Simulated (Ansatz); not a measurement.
# K on Hf(0001): change of the work function, part 3 of 3

Wanted: Δφ(θ) for K/Hf(0001), starting from the fcc site.

Ansatz 0.2.0; plane-wave DFT, PBE, Ansatz PAW.

So far, work function, upper face (eV): step 2 (the clean slab) 4.33; step 3 (37 atoms, coverage 0.111 ML, cell 3x3) 2.50.

### 4. The covered slab, k-mesh 6×6×1, coverage 0.25 ML

System of this step: K/Hf(0001). The cell holds 17 atoms: 16 Hf and 1 K. Its edges and angles: a = 6.400 Å, b = 6.400 Å, c = 28.977 Å, α = 90.0°, β = 90.0°, γ = 60.0°. Vacuum lies along c.

Another coverage, to see how the dipoles act on each other as their distance changes.

input.yaml

```yaml
crystal:
  lattice:
    - [6.4, 0.0, 0.0]
    - [3.2, 5.5425625842, 0.0]
    - [0.0, 0.0, 28.9773478309]
  atoms:
    - { symbol: Hf, position: [0.3333333333, 0.3333333333, 0.3105874303] }
    - { symbol: Hf, position: [0.0, 0.0, 0.3979384196] }
    - { symbol: Hf, position: [0.3333333333, 0.3333333333, 0.4890305402] }
    - { symbol: Hf, position: [0.0, 0.0, 0.5711432406] }
    - { symbol: Hf, position: [0.3333333333, 0.8333333333, 0.3105874303] }
    - { symbol: Hf, position: [0.0, 0.5, 0.3979384196] }
    - { symbol: Hf, position: [0.3333333333, 0.8333333333, 0.4890305402] }
    - { symbol: Hf, position: [0.0, 0.5, 0.5711432406] }
    - { symbol: Hf, position: [0.8333333333, 0.3333333333, 0.3105874303] }
    - { symbol: Hf, position: [0.5, 0.0, 0.3979384196] }
    - { symbol: Hf, position: [0.8333333333, 0.3333333333, 0.4890305402] }
    - { symbol: Hf, position: [0.5, 0.0, 0.5711432406] }
    - { symbol: Hf, position: [0.8333333333, 0.8333333333, 0.3105874303] }
    - { symbol: Hf, position: [0.5, 0.5, 0.3979384196] }
    - { symbol: Hf, position: [0.8333333333, 0.8333333333, 0.4890305402] }
    - { symbol: Hf, position: [0.5, 0.5, 0.5711432406] }
    - { symbol: K, position: [0.1666666667, 0.1666666667, 0.6894125697] }
kpoints:
  mp_grid: { grid: [6, 6, 1] }
hamiltonian:
  xc: pbe
scf:
  occupations: { method: fermi_dirac, width: 0.1 }
  convergence: { dr2_threshold: 1.0e-08 }
efield:
  axis: 3
  dipole_correction: true
  ramp_position: 0.97
  ramp_width: 0.06
relax:
  f_tol: 0.02
  max_steps: 60
  constraints: [{ sites: [0, 1, 4, 5, 8, 9, 12, 13] }]
output:
  dos: { projected: true, e_range: [-8, 4] }
  write_potential: true
  write_density: true
  volumetric_format: npy
  elf: true
```

Launch:

```bash
$ ansatz run input.yaml --threads 4 --pin off --max-ram 16384MiB --backend cpu --events-out ev --progress --plain --runs-dir out
```

The program printed:

```text
[...]
Crystal: 17 atoms, lattice volume = 1027.896 Å³
Basis set: ecut = 420 eV, 20149 PW (Γ), exchange–correlation on 90×90×400 points (8 copies of the dense FFT grid, shifted against one another)
Bands: 255, of which v1, the nominal top of the filled ones, is band 213 counted from 1 (212 counted from 0)
Symmetry: 6 space group operations
[...]
k-points: 7 of 36 (time reversal used)
[...]
SCF iter   1: F=—  HF=-253073.217417 eV  |F-HF|=—  |Δ(HF+E_count)|=         —  Δρ=5.20e-3  dr2=7.66e0  ethr=1.77e-3  p=0.795 e·Å  D=1.40e-1 V/Å  ΔV_dip=-4.05 eV  dr2_dipole=7.37e0  V_vac-E_F(+/−)=0.40/4.45 eV  ⟨swp⟩=6.4  Hψ=5994  notcnv=0  defer=6
[...]
SCF iter  12: F=-253072.915116 eV  HF=-253072.915116 eV  |F-HF|=2.62e-10  |Δ(HF+E_count)|=   2.80e-8  Δρ=4.50e-7  dr2=5.57e-9  ethr=2.35e-12  p=0.551 e·Å  D=9.70e-2 V/Å  ΔV_dip=-2.81 eV  dr2_dipole=7.33e-10  V_vac-E_F(+/−)=1.56/4.37 eV  ⟨swp⟩=16.9  Hψ=16429  notcnv=0
SCF 1 converged in 12 iterations: F = -253072.915116 eV  dr2 = 5.57e-9
[...]
relax step   1: F+E_penalty+E_count = -253072.91511625 eV  Δ(F+E_penalty+E_count) = +0.000e0 eV  max|allowed force component| = 3.650e-1 eV/Å  Δτ_max = 0.0000 Å  (12 SCF iters, accepted)
[...]
SCF iter  10: F=-253072.915996 eV  HF=-253072.915996 eV  |F-HF|=2.91e-10  |Δ(HF+E_count)|=   2.86e-8  Δρ=5.83e-7  dr2=5.25e-9  ethr=2.35e-12  p=0.550 e·Å  D=9.68e-2 V/Å  ΔV_dip=-2.81 eV  dr2_dipole=1.44e-10  V_vac-E_F(+/−)=1.57/4.37 eV  ⟨swp⟩=15.1  Hψ=15491  notcnv=0
SCF 2 converged in 10 iterations: F = -253072.915996 eV  dr2 = 5.25e-9
relax step   2: F+E_penalty+E_count = -253072.91599629 eV  Δ(F+E_penalty+E_count) = -8.800e-4 eV  max|allowed force component| = 4.035e-1 eV/Å  Δτ_max = 0.1448 Å  (10 SCF iters, accepted)
SCF iter   1: F=—  HF=-253072.946229 eV  |F-HF|=—  |Δ(HF+E_count)|=         —  Δρ=1.11e-3  dr2=8.64e-2  ethr=3.50e-4  p=0.550 e·Å  D=9.68e-2 V/Å  ΔV_dip=-2.81 eV  dr2_dipole=6.59e-4  V_vac-E_F(+/−)=1.57/4.38 eV  ⟨swp⟩=3.3  Hψ=2872  notcnv=0  defer=17
[...]
SCF iter  10: F=-253072.940103 eV  HF=-253072.940103 eV  |F-HF|=4.37e-9  |Δ(HF+E_count)|=   5.73e-9  Δρ=3.08e-7  dr2=4.04e-9  ethr=2.35e-12  p=0.548 e·Å  D=9.64e-2 V/Å  ΔV_dip=-2.79 eV  dr2_dipole=9.94e-10  V_vac-E_F(+/−)=1.58/4.37 eV  ⟨swp⟩=9.6  Hψ=12794  notcnv=0
SCF 3 converged in 10 iterations: F = -253072.940103 eV  dr2 = 4.04e-9
relax step   3: F+E_penalty+E_count = -253072.94010296 eV  Δ(F+E_penalty+E_count) = -2.411e-2 eV  max|allowed force component| = 8.112e-2 eV/Å  Δτ_max = 0.0729 Å  (10 SCF iters, accepted)
SCF iter   1: F=—  HF=-253072.943338 eV  |F-HF|=—  |Δ(HF+E_count)|=         —  Δρ=2.70e-4  dr2=1.51e-2  ethr=4.40e-5  p=0.548 e·Å  D=9.64e-2 V/Å  ΔV_dip=-2.79 eV  dr2_dipole=5.57e-3  V_vac-E_F(+/−)=1.58/4.38 eV  ⟨swp⟩=3.0  Hψ=2652  notcnv=0  defer=19
[...]
SCF iter   8: F=-253072.942168 eV  HF=-253072.942168 eV  |F-HF|=8.15e-10  |Δ(HF+E_count)|=   1.05e-8  Δρ=3.55e-7  dr2=2.71e-9  ethr=2.35e-12  p=0.544 e·Å  D=9.58e-2 V/Å  ΔV_dip=-2.78 eV  dr2_dipole=1.27e-12  V_vac-E_F(+/−)=1.60/4.37 eV  ⟨swp⟩=15.4  Hψ=15763  notcnv=0
SCF 4 converged in 8 iterations: F = -253072.942168 eV  dr2 = 2.71e-9
relax step   4: F+E_penalty+E_count = -253072.94216760 eV  Δ(F+E_penalty+E_count) = -2.065e-3 eV  max|allowed force component| = 1.091e-2 eV/Å  Δτ_max = 0.0468 Å  (8 SCF iters, accepted)
[...]
SCF converged after 8 iterations
Free energy (F): -253072.942168 eV
[...]
Internal energy: -253072.182500 eV  (E = F + TS)
E sigma→0 (E₀):  -253072.562334 eV
Entropy (-TS):   -0.759668 eV (-44.686 meV/atom)
Fermi energy:    5.355039 eV
Dipole field:    D = 0.095812 V/Å  (p = 0.544263 e·Å, saw-weighted, corrected)
Work function:   Φ+ = 1.5979 eV   Φ− = 4.3743 eV
[...]
--- Forces (eV/Å), atoms counted from 1 ---
  atom   1  Hf    -0.00530882    -0.00306505     0.63787713
  atom   2  Hf     0.00521718     0.00301214    -0.64367770
  atom   3  Hf    -0.00254549    -0.00146964    -0.00391132
  atom   4  Hf     0.00468749     0.00270632     0.00121891
  atom   5  Hf     0.00000000     0.00613009     0.63787713
  atom   6  Hf    -0.00000000    -0.00602428    -0.64367770
  atom   7  Hf     0.00000000     0.00293928    -0.00391132
  atom   8  Hf    -0.00000000    -0.00541265     0.00121891
  atom   9  Hf     0.00530882    -0.00306505     0.63787713
  atom  10  Hf    -0.00521718     0.00301214    -0.64367770
  atom  11  Hf     0.00254549    -0.00146964    -0.00391132
  atom  12  Hf    -0.00468749     0.00270632     0.00121891
  atom  13  Hf     0.00000000    -0.00000000     0.63093728
  atom  14  Hf    -0.00000000     0.00000000    -0.61285546
  atom  15  Hf     0.00000000    -0.00000000     0.00087897
  atom  16  Hf    -0.00000000     0.00000000     0.01091033
  atom  17  K     -0.00000000     0.00000000    -0.00437614
  max |Σ_I F_I| component: 1.61e-5 eV/Å
--- Band table (eV; the first three rows and the last of 7) ---
  k-point 0: bands = [... 209 lower, 5.4467, 5.6232, 5.8259, 5.8415, 5.8415, 6.0207, 6.0847, 6.4484, ... 38 higher]
  k-point 1: bands = [... 209 lower, 5.4292, 5.4804, 5.6647, 5.7040, 5.7106, 5.9439, 6.0642, 6.1260, ... 38 higher]
  k-point 2: bands = [... 209 lower, 5.1676, 5.2227, 5.3461, 5.3489, 5.3770, 5.5473, 5.7071, 5.7288, ... 38 higher]
  k-point 6: bands = [... 209 lower, 4.9043, 4.9087, 4.9465, 4.9488, 4.9543, 5.3086, 5.3417, 5.5032, ... 38 higher]
--- Relaxed structure (4 steps of the walk, 4 accepted, 0 SCFs on fresh bases) ---
  F+E_penalty+E_count = -253072.94216760 eV   max|allowed force component| = 1.091e-2 eV/Å
  atoms:
    - { symbol: Hf, position: [0.333333, 0.333333, 0.310587] }
    - { symbol: Hf, position: [2.666712e-17, 2.666712e-17, 0.397938] }
    - { symbol: Hf, position: [0.334138, 0.334138, 0.489107] }
    - { symbol: Hf, position: [-0.000309926, -0.000309926, 0.571332] }
    - { symbol: Hf, position: [0.333333, 0.833333, 0.310587] }
    - { symbol: Hf, position: [0.0, 0.500000, 0.397938] }
    - { symbol: Hf, position: [0.334138, 0.831723, 0.489107] }
    - { symbol: Hf, position: [-0.000309926, 0.500620, 0.571332] }
    - { symbol: Hf, position: [0.833333, 0.333333, 0.310587] }
    - { symbol: Hf, position: [0.5, 2.666712e-17, 0.397938] }
    - { symbol: Hf, position: [0.831723, 0.334138, 0.489107] }
    - { symbol: Hf, position: [0.500620, -0.000309926, 0.571332] }
    - { symbol: Hf, position: [0.833333, 0.833333, 0.310587] }
    - { symbol: Hf, position: [0.500000, 0.500000, 0.397938] }
    - { symbol: Hf, position: [0.833333, 0.833333, 0.488359] }
    - { symbol: Hf, position: [0.500000, 0.500000, 0.573375] }
    - { symbol: K, position: [0.166667, 0.166667, 0.685116] }
```

Elapsed: 5.7 min, on 4 threads of Arm Neoverse V1, shared host; peak memory 5.7 GiB; 23 min of CPU time.

Relaxation path:

| step | energy less that of the first step (eV) | largest force component (eV/Å) |
| --- | --- | --- |
| 1 | 0.0000 | 0.3650 |
| 2 | -0.0009 | 0.4035 |
| 3 | -0.0250 | 0.0811 |
| 4 | -0.0271 | 0.0109 |

The run keeps the 6 symmetry operations that the program found, so distortions that break them were not tested.

The atoms that moved most (Å):

| atom | dx | dy | dz | length |
| --- | --- | --- | --- | --- |
| K17 | 0.000 | 0.000 | -0.124 | 0.124 |
| Hf16 | 0.000 | 0.000 | 0.065 | 0.065 |
| Hf15 | 0.000 | 0.000 | -0.019 | 0.019 |
| Hf11 | -0.008 | 0.004 | 0.002 | 0.009 |
| Hf3 | 0.008 | 0.004 | 0.002 | 0.009 |
| Hf7 | 0.000 | -0.009 | 0.002 | 0.009 |
| Hf8 | 0.000 | 0.003 | 0.005 | 0.006 |
| Hf12 | 0.003 | -0.002 | 0.005 | 0.006 |

Final coordinates:

```xyz
17
Lattice="6.4000 0.0000 0.0000 3.2000 5.5426 0.0000 0.0000 0.0000 28.9773" Properties=species:S:1:pos:R:3
Hf    3.2000    1.8475    9.0000
Hf    0.0000    0.0000   11.5312
Hf    3.2077    1.8520   14.1730
Hf   -0.0030   -0.0017   16.5557
Hf    4.8000    4.6188    9.0000
Hf    1.6000    2.7713   11.5312
Hf    4.8000    4.6099   14.1730
Hf    1.6000    2.7747   16.5557
Hf    6.4000    1.8475    9.0000
Hf    3.2000    0.0000   11.5312
Hf    6.3923    1.8520   14.1730
Hf    3.2030   -0.0017   16.5557
Hf    8.0000    4.6188    9.0000
Hf    4.8000    2.7713   11.5312
Hf    8.0000    4.6188   14.1514
Hf    4.8000    2.7713   16.6149
K     1.6000    0.9238   19.8529
```

Numbers from this step:

| Property | Result |
| --- | --- |
| energy at zero smearing | -253072.5623 eV |
| work function, upper face | 1.598 eV |
| work function, lower face | 4.374 eV |
| dipole along the normal | 0.5443 e·Å |
| step between the vacuum levels | -2.776 eV |

Running mean over 2.5312 Å of the planar mean; the ramp of the sawtooth is left out. The electron's electrostatic potential energy less the Fermi level by z:

| z (Å) | electron's electrostatic potential energy less the Fermi level (eV) |
| --- | --- |
| 4 | 4.37 |
| 5 | 4.35 |
| 6 | 4.12 |
| 7 | 2.30 |
| 8 | -4.04 |
| 9 | -7.41 |
| 10 | -7.30 |
| 11 | -7.25 |
| 12 | -7.07 |
| 13 | -6.70 |
| 14 | -7.25 |
| 15 | -7.96 |
| 16 | -7.86 |
| 17 | -6.74 |
| 18 | -1.54 |
| 19 | 1.05 |
| 20 | 0.410 |
| 21 | 0.573 |
| 22 | 1.40 |
| 23 | 1.55 |
| 24 | 1.59 |
| 25 | 1.60 |

The density of states has structure finer than the step of the table below, so its rows give means over 0.25 eV. Peaks (eV: height): -1.140: 42.5, -0.900: 57.5, -0.780: 86.8, 0.360: 45.4, 0.570: 47.3, 1.050: 47.0, 1.380: 50.2.

Density of states against energy, zero at the Fermi level; means over each step:

energy (eV), density of states (states/eV a cell) and a bar:
```
    -7.00        0.0 
    -6.75        0.9 #
    -6.50        1.0 #
    -6.25        1.1 #
    -6.00        1.1 #
    -5.75        2.2 ##
    -5.50        2.8 ###
    -5.25        2.3 ##
    -5.00        2.2 ##
    -4.75        3.8 ####
    -4.50        3.7 ####
    -4.25        3.3 ###
    -4.00        3.5 ###
    -3.75       10.0 ##########
    -3.50        3.8 ####
    -3.25       13.3 #############
    -3.00        9.5 #########
    -2.75       12.7 #############
    -2.50       13.3 #############
    -2.25       13.7 ##############
    -2.00       12.1 ############
    -1.75        6.5 ######
    -1.50       15.4 ###############
    -1.25       20.6 ####################
    -1.00       26.8 ##########################
    -0.75       22.4 ######################
    -0.50       16.8 #################
    -0.25       22.6 ######################
     0.00       22.8 #######################
     0.25       22.3 ######################
     0.50       28.6 ############################
     0.75       26.1 ##########################
     1.00       30.4 ##############################
     1.25       24.0 ########################
     1.50       21.3 #####################
     1.75       22.2 ######################
```

Projected DOS per atom over height of the atomic layer and energy from the Fermi level. Layers: Hf4 Hf4 Hf4 Hf4 K from below.

Ten even steps from '_' (0.00 states/eV) to '@' (1.94 states/eV), each cell a mean:
```
****##**__
==++####--
@@####@@++
@@**++##..
@@++==##..
**--::++..
%%@@@@@@==
++==++++__
::----::__
--====--__
----==--__
::--==::__
::::::::__
..____..__
........__
__________
__________
__________
__________
__________
__________
__________
```
Columns: height of the atomic layer (Å) from 9 to 19.9 (not evenly spaced); rows upwards: energy from the Fermi level (eV) from -7.96 to 1.95.

Electrostatic potential energy in the ca plane at fractional y = 0.000, with atoms of Hf within 0.2 Å of it. With pseudopotentials it is smooth inside the atoms' cores, unlike the true potential.

Ten even steps from '0' (-35 eV) to '9' (9 eV), each cell a mean:
```
84000058999999740001589999999999999999999999
86311378988889863114799999999999999999999999
98766789887678887667899999999999999999999999
99888899875568998889999999999999999999999999
99888899875568998889999999999999999999999999
98766789887678887667899999999999999999999999
86311378988889862114799999999999999999999999
84000058999999740001589999999999999999999999
84010048999999730100589999999999999999999999
85100168999999851002689999999999999999999999
87533588987788875346899998888999999999999999
99877899876678988788999988778899999999999999
99988999875568999889999987667899999999999999
98877899876678988778999988778899999999999999
87533578988788875346899998888999999999999999
85100168999999851002689999999999999999999999
84011048999999730100589999999999999999999999
```
Columns run along c (16.0 Å, from fractional 0.35 to 0.91 of the cell; values clipped at the 3rd and 97th percentile), rows up along a (6.4 Å). Atoms in or near the plane, at fractional coordinates: Hf at (0.40, 0.00), Hf at (0.57, 0.00), Hf at (0.40, 0.50), Hf at (0.57, 0.50).

ELF in the ca plane at fractional y = 0.000, with atoms of Hf within 0.2 Å of it. It is the smooth field of the valence electrons, not physical close to the nuclei.

Ten even steps from '0' (0.00) to '9' (0.83), each cell a mean:
```
24999832566787349998311221000000000000000000
22588523432344326875112332111000000000000000
32222223212222322322234433221110000000000000
45322344213321353223455443221110000000000000
45322344213321343223455443221110000000000000
32233223212222322322234433221110000000000000
22588523433345326875212332110000000000000000
24999842566787349998311221000000000000000000
25999942678897359998411210000000000000000000
23799722554566338997212100110000001000000000
31355313322223323542123102453100001100000000
43222234212222332222353015886300001110000000
45433354213421354333563026997310001110000000
43222234212222332222353015886300001110000000
32355313322223323553123102453100001100000000
23799732555566338997212100110000001000000000
25999942678897359999411210000000000000000000
```
Columns run along c (16.0 Å, from fractional 0.35 to 0.91 of the cell), rows up along a (6.4 Å). Atoms in or near the plane, at fractional coordinates: Hf at (0.40, 0.00), Hf at (0.57, 0.00), Hf at (0.40, 0.50), Hf at (0.57, 0.50).

Valence density in the ca plane at fractional y = 0.000, with atoms of Hf within 0.2 Å of it. It is the smooth field of the valence electrons, not physical close to the nuclei.

Values in e/Å³, 9 rows by 16 columns, each cell a mean:
```
 1 12  1  0  0  1 12  1  0  0  0  0  0  0  0  0
 0  1  0  0  0  0  1  0  0  0  0  0  0  0  0  0
 0  0  0  0  0  0  0  0  0  0  0  0  0  0  0  0
 1  7  1  0  0  1  7  1  0  0  0  0  0  0  0  0
 3 21  1  0  0  2 21  2  0  0  0  0  0  0  0  0
 1  3  0  0  0  0  3  0  0  0  0  0  0  0  0  0
 0  0  0  0  1  0  0  0  0  0  0  0  0  0  0  0
 0  1  0  0  0  0  1  0  0  0  0  0  0  0  0  0
 2 18  1  0  0  2 18  1  0  0  0  0  0  0  0  0
```
Columns run along c (16.0 Å, from fractional 0.35 to 0.91 of the cell), rows up along a (6.4 Å). Atoms in or near the plane, at fractional coordinates: Hf at (0.40, 0.00), Hf at (0.57, 0.00), Hf at (0.40, 0.50), Hf at (0.57, 0.50).

The relaxation took 4 steps and lowered the energy by 0.027 eV; the largest force on the free atoms ends at 0.011 eV/Å.

By hand: a sheet of dipoles makes a step −p/(ε₀A) in the electron's potential. With e/ε₀ = 180.95 V·Å, p = 0.5443 e·Å and A = 35.47 Å², that is −180.95 × (0.5443) / 35.47 = -2.776 eV, and the two vacuum levels of the run differ by -2.776 eV.

The covered face has 1.60 eV, -2.73 eV against the clean one; the bare back face has moved by -0.01 eV, a measure of how thin the slab is.

### 5. Work function against coverage

This step: plane-wave DFT, PBE, Ansatz PAW; work function against coverage (Ansatz 0.2.0).

The runs are now put side by side.

This step gave:

```
work function of the clean face     : 4.332 eV
largest change of the work function : -2.734 eV
```

Table of work function of the covered face by coverage:

| coverage (adsorbates/nm²) | work function of the covered face (eV) |
| --- | --- |
| 0.00 | 4.33 |
| 1.25 | 2.50 |
| 2.82 | 1.60 |

The dipole per adsorbate comes from the change of the cell's dipole. Coverage, by row:

| coverage (1/nm²) | coverage (ML) | work function (eV) | change (eV) | dipole per adsorbate, positive end outwards (debye) | mean height of the added atoms over the highest substrate atom (Å) |
| --- | --- | --- | --- | --- | --- |
| 1.253 | 0.1111 | 2.5 | -1.833 | 3.88 | 3.294 |
| 2.819 | 0.25 | 1.598 | -2.734 | 2.569 | 3.238 |

### 6. What came out

```json
{
 "work function of the clean face": "4.33 eV",
 "work function at 0.11 ML": "2.50 eV",
 "work function at 0.25 ML": "1.60 eV",
 "dipole per adsorbate at 0.11 ML, positive end outwards": "3.88 D"
}
```

In words: K lowers the work function of Hf(0001) at the lowest coverage, by 1.83 eV: the adsorbate layer has its positive end outwards. The slab has 4 layers, at the tabulated experimental lattice constant, one starting site was run, and quantum-size effects of a slab this thin can reach one or two tenths of an eV.

[Long decimals in the printed logs are rounded to 6 places.]

[Logs are printed without paths, hosts, clocks, repeated set-up lines and the standing remarks that a program may print on its own settings, such as how far it seeks lower states.]

[Hosts, paths, dates, database ids (printed as entryN), source tags and the programs' standing remarks are cut or masked in the printed files.]

[Maps of the electrostatic potential energy from Ansatz leave out the sawtooth potential of an applied field or a dipole correction, so their vacuum need not be flat; planar profiles and work functions include it.]

[The density of states shown here was stored with 400 of the rows of the run's finer table, so its peaks can read low, often by over a quarter, or be missed, and its means over a window can be off by a tenth or more.]
